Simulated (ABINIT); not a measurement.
# K2Pt (Fm-3m): G0W0 in ABINIT against the screening cutoff in the self-energy, part 2 of 2

How does the gap of K2Pt (Fm-3m) converge in the screening cutoff in the self-energy?

ABINIT 10.8.3; LDA and many-body steps on it, plane waves. Known limits of the many-body steps: not at the basis limit; no spin polarisation; d states lean on the start; no spin-orbit coupling; coarse k mesh.

So far. Step 2 (Screening, 2×2×2 mesh, 193 bands, screening to 176.9 eV): Local fields lower ε∞ by 33 %. On a Γ-centred mesh this coarse the value itself is usually too large, while a short band sum pulls it down. Step 5 (2.3 Ha): The gap on the mesh goes from 1.31 eV to 2.15 eV, a correction of +0.84 eV.

### 6. 3.2 Ha

Level of this step: G0W0 on LDA, plane waves, norm-conserving pseudopotentials (ABINIT).

run.abi reads:

```
acell 3*1.0 Angstrom
rprim 
  -0.000000000000 3.781463140000 3.781463140000
  3.781463140000 -0.000000000000 3.781463140000
  3.781463140000 3.781463140000 -0.000000000000
ntypat 2
znucl 19 78
natom 3
typat 1 1 2
xred 
  0.750000000000 0.750000000000 0.750000000000
  0.250000000000 0.250000000000 0.250000000000
  0.000000000000 0.000000000000 0.000000000000
pp_dirpath "pseudos"
pseudos "K.upf, Pt.upf"
ecut 34
ngkpt 2 2 2
nshiftk 1
shiftk 0 0 0
kptopt 1
chksymbreak 0
istwfk *1
occopt 1
irdwfk 1
optdriver 4
nband 193
gwcalctyp 0
ecutsigx 34
symsigma 1
nkptgw 3
kptgw 
  0.5000000000 0.5000000000 0.0000000000
  0.5000000000 0.0000000000 0.0000000000
  0.0000000000 0.0000000000 0.0000000000
bdgw 
  16 20
  17 21
  16 21
ecuteps 3.2
irdscr 1
ppmodel 1
indata_prefix "in"
outdata_prefix "out"
tmpdata_prefix "tmp"
```

The run is started by

```
$ OMP_NUM_THREADS=1 mpirun -n 4 abinit run.abi > log
```

What it wrote:

```text
.Version 10.8.3 of ABINIT. v10.8.2 released Aug 2026.

 Symmetries : space group Fm -3 m (#225); Bravais cF (face-center cubic)
[... echo of the input left out ...]
== DATASET  1 ==================================================================
-   mpi_nproc: 4, omp_nthreads: 1 (-1 if OMP is not activated)

--- !DatasetInfo
iteration_state: {dtset: 1, }
dimensions: {natom: 3, nkpt: 3, mband: 193, nsppol: 1, nspinor: 1, nspden: 1, mpw: 6934, }
cutoff_energies: {ecut:  34.0, pawecutdg:  -1.0, }
[...]
Minimum direct gap =   2.2577 [eV], located at k-point      :   0.5000  0.0000  0.0000
   Fundamental gap    =   2.1589 [eV], Top of valence bands at :   0.5000  0.5000  0.0000
                                       Bottom of conduction at :   0.5000  0.0000  0.0000

== END DATASET(S) ==============================================================
================================================================================

 -outvars: echo values of variables after computation  --------
           etotal      0.0000000000E+00
            nband         193
             nkpt           3
          spgroup         225
 [... the other variables as echoed above ...]

 Calculation completed.
```

It took 9.9 s on 4 MPI ranks of Arm Neoverse V1, shared host; peak memory 0.99 GiB; 40 s of CPU time.

Numbers from this step:

* G0W0 gap on the points computed: 2.159 eV
* starting gap on the mesh: 1.306 eV
* k of the valence top: 0.5, 0.5, 0
* k of the conduction bottom: 0.5, 0, 0
* least direct G0W0 gap on the computed points: 2.257 eV

Against the run before, the gap moves by +0.008 eV.

### 7. 4.9 Ha

run.abi, as its differences from that of step 6:

```diff
@@ -38,3 +38,3 @@
   16 21
-ecuteps 3.2
+ecuteps 4.9
 irdscr 1
```

What it wrote:

```text
.Version 10.8.3 of ABINIT. v10.8.2 released Aug 2026.

 Symmetries : space group Fm -3 m (#225); Bravais cF (face-center cubic)
[... echo of the input left out ...]
== DATASET  1 ==================================================================
-   mpi_nproc: 4, omp_nthreads: 1 (-1 if OMP is not activated)

--- !DatasetInfo
iteration_state: {dtset: 1, }
dimensions: {natom: 3, nkpt: 3, mband: 193, nsppol: 1, nspinor: 1, nspden: 1, mpw: 6934, }
cutoff_energies: {ecut:  34.0, pawecutdg:  -1.0, }
[...]
Minimum direct gap =   2.2513 [eV], located at k-point      :   0.5000  0.0000  0.0000
   Fundamental gap    =   2.1448 [eV], Top of valence bands at :   0.5000  0.5000  0.0000
                                       Bottom of conduction at :   0.5000  0.0000  0.0000

== END DATASET(S) ==============================================================
================================================================================

 -outvars: echo values of variables after computation  --------
           etotal      0.0000000000E+00
            nband         193
             nkpt           3
          spgroup         225
 [... the other variables as echoed above ...]

 Calculation completed.
```

Wall time 21 s (4 MPI ranks); peak memory 1.2 GiB.

This step gave:

| Quantity | Value |
| --- | --- |
| G0W0 gap on the points computed | 2.144 eV |
| starting gap on the mesh | 1.306 eV |
| k of the valence top | 0.5, 0.5, 0 |
| k of the conduction bottom | 0.5, 0, 0 |
| least direct G0W0 gap on the computed points | 2.251 eV |

Against the run before, the gap moves by −0.015 eV.

### 8. 6.5 Ha

run.abi, as its differences from that of step 7:

```diff
@@ -38,3 +38,3 @@
   16 21
-ecuteps 4.9
+ecuteps 6.5
 irdscr 1
```

What it wrote:

```text
.Version 10.8.3 of ABINIT. v10.8.2 released Aug 2026.

 Symmetries : space group Fm -3 m (#225); Bravais cF (face-center cubic)
[... echo of the input left out ...]
== DATASET  1 ==================================================================
-   mpi_nproc: 4, omp_nthreads: 1 (-1 if OMP is not activated)

--- !DatasetInfo
iteration_state: {dtset: 1, }
dimensions: {natom: 3, nkpt: 3, mband: 193, nsppol: 1, nspinor: 1, nspden: 1, mpw: 6934, }
cutoff_energies: {ecut:  34.0, pawecutdg:  -1.0, }
[...]
Minimum direct gap =   2.2320 [eV], located at k-point      :   0.5000  0.0000  0.0000
   Fundamental gap    =   2.1193 [eV], Top of valence bands at :   0.5000  0.5000  0.0000
                                       Bottom of conduction at :   0.5000  0.0000  0.0000

== END DATASET(S) ==============================================================
================================================================================

 -outvars: echo values of variables after computation  --------
           etotal      0.0000000000E+00
            nband         193
             nkpt           3
          spgroup         225
 [... the other variables as echoed above ...]

 Calculation completed.
```

Wall time 46 s (4 MPI ranks); peak memory 1.4 GiB; 3.1 min of CPU time.

Numbers from this step:

```
G0W0 gap on the points computed              : 2.119 eV
starting gap on the mesh                     : 1.306 eV
k of the valence top                         : 0.5, 0.5, 0
k of the conduction bottom                   : 0.5, 0, 0
least direct G0W0 gap on the computed points : 2.232 eV
```

Against the run before, the gap moves by −0.025 eV.

### 9. The runs together

Times are wall times on 4 MPI ranks of Arm Neoverse V1, shared host, good to a factor of about two. A run's time includes the screening step that it read.

```
   run   mesh  bands  screening cutoff (eV)  DFT gap (eV)  gap on the mesh (eV)  direct (eV)  ε∞ used  time
0.7 Ha  2×2×2    193                     19         1.306                 2.688        2.831     8.99  32 s
1.3 Ha  2×2×2    193                   35.4         1.306                 2.195        2.283     8.99  32 s
2.3 Ha  2×2×2    193                   62.6         1.306                 2.151        2.246     8.99  34 s
3.2 Ha  2×2×2    193                   87.1         1.306                 2.159        2.257     8.99  37 s
4.9 Ha  2×2×2    193                  133.3         1.306                 2.144        2.251     8.99  47 s
6.5 Ha  2×2×2    193                  176.9         1.306                 2.119        2.232     8.99  73 s
```

### 10. What came out

```yaml
0p7_ha: 2.688 eV
1p3_ha: 2.195 eV
2p3_ha: 2.151 eV
3p2_ha: 2.159 eV
4p9_ha: 2.144 eV
6p5_ha: 2.119 eV
known_limits: not at the basis limit; no spin polarisation; d states lean on the start; no spin-orbit coupling; coarse k mesh
```

**Reading.** The setting moved: screening cutoff in the self-energy. From 0.7 Ha to 6.5 Ha the gap moves by −0.57 eV, for 2.3 times the time. The last step still moves it by −0.025 eV. Bands and screening cutoff are coupled, so a series along one setting does not show full convergence. Bands and cutoff are finite, so the gap is not at the basis limit. The miss can reach some tenths of an eV and take either sign; the mesh is an error of its own. The 2×2×2 mesh is coarse for this cell, which bears on the long-range parts of exchange and screening. The runs have no spin polarisation. For a closed low-spin shell that is the natural state; where a d or f shell is open it is a constraint, and the gap is then not the crystal's own. With d states at the gap, one-shot GW leans hard on its start. The many-body steps are scalar-relativistic: spin-orbit coupling is not in them.

[Paths, hosts, dates, memory and timing lines, banners, echoed tables and standing remarks are left out of the program output.]

[Logs are printed without paths, hosts, clocks, repeated set-up lines and the standing remarks that a program may print on its own settings, such as how far it seeks lower states.]

[Runs of the session that timed out or met a known fault of the program may be left out.]

[Hosts, paths, dates, database ids (printed as entryN), source tags and the programs' standing remarks are cut or masked in the printed files.]

[G0W0 gaps are taken among the corrected bands and points alone; a level outside them can change the order at an edge.]

[Where Ansatz stands beside ABINIT at settings called matched, ABINIT's density can come from a denser mesh and the files from another edition; pairs whose starting gaps differed by over 0.03 eV were left out, so agreement reads better than it is.]
